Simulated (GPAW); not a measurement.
BaCu2S2 (I4/mmm), S K edge of atom 4, with 4 Cu at 2.39 Å (4-fold, site symmetry 4mm). Method: GPAW, LDA, full core hole (charged cell), 20-atom cell with 6.9 Å between holes, 3×3×3 k points, dipole transitions, Gaussian full width 0.9 eV up to 4 eV, rising linearly to 3.5 eV at 25 eV.

```xyz
5
Lattice="-1.9510 1.9510 6.3251 1.9510 -1.9510 6.3251 1.9510 1.9510 -6.3251" Properties=species:S:1:pos:R:3 pbc="T T T"
Ba    0.0000    0.0000    0.0000
Cu    1.9510    0.0000    3.1625
Cu    0.0000    1.9510    3.1625
S     0.0000    0.0000    4.5412
S     0.0000    0.0000    8.1089
```

Energy from the lowest empty level; a common scale on which the isotropic spectrum has a mean of 1 over the first 20 eV.

| E (eV) | curve 1 | curve 2 |
| --- | --- | --- |
| -2.0 | 0.00 | 0.00 |
| -1.0 | 0.00 | 0.00 |
| 0.0 | 0.05 | 0.01 |
| 1.0 | 0.97 | 0.28 |
| 2.0 | 0.80 | 0.89 |
| 3.0 | 1.21 | 1.82 |
| 4.0 | 1.79 | 2.63 |
| 5.0 | 1.99 | 2.05 |
| 6.0 | 1.34 | 1.20 |
| 7.0 | 1.00 | 0.70 |
| 8.0 | 0.74 | 0.66 |
| 9.0 | 0.78 | 0.73 |
| 10.0 | 1.05 | 0.77 |
| 11.0 | 0.88 | 0.75 |
| 12.0 | 0.74 | 0.81 |
| 13.0 | 0.78 | 0.90 |
| 14.0 | 0.89 | 1.02 |
| 15.0 | 0.93 | 1.04 |
| 16.0 | 0.85 | 0.95 |
| 17.0 | 0.87 | 0.87 |
| 18.0 | 0.93 | 0.81 |
| 19.0 | 0.87 | 0.75 |
| 20.0 | 0.76 | 0.72 |
| 21.0 | 0.70 | 0.69 |
| 22.0 | 0.62 | 0.65 |
| 23.0 | 0.56 | 0.62 |
| 24.0 | 0.59 | 0.68 |
| 25.0 | 0.72 | 0.81 |
| 26.0 | 0.93 | 0.98 |
| 27.0 | 1.12 | 1.08 |
| 28.0 | 1.19 | 1.08 |
| 29.0 | 1.13 | 1.01 |
| 30.0 | 0.99 | 0.91 |

Question: The curves are for the electric vector along different Cartesian axes of the cell as given, averaged over the symmetry-equivalent atoms. Which is which?

Curve 1: along z (c), main maxima 1.3 eV (1.16), 4.6 eV (2.19) and 10.1 eV (1.06). Curve 2: along x (⊥ c) (the other in-plane axis gives the same curve within 3 %), main maxima 3.9 eV (2.64) and 14.6 eV (1.05). A K edge sees empty p states on the absorber. Each direction probes the empty orbitals that point along it. The mesh is coarse (0.33 Å⁻¹ between points), so small maxima may be mesh ripples. The structure is a computed Materials Project entry and may be a hypothetical form.

[Banner, clock and machine lines of the logs are left out without a mark of their own.]

[Logs are printed without paths, hosts, clocks, repeated set-up lines and the standing remarks that a program may print on its own settings, such as how far it seeks lower states.]

[Hosts, paths, dates, database ids (printed as entryN), source tags and the programs' standing remarks are cut or masked in the printed files.]

[Lists of maxima count a maximum above −3 eV only where it reaches 4 % of the highest in the window and stands out from its surroundings by 2 % of it (1.5 % where it reaches 55 %); shoulders and weaker maxima are passed over, and of the rest the first, up to two pre-edge ones and the few strongest are named.]
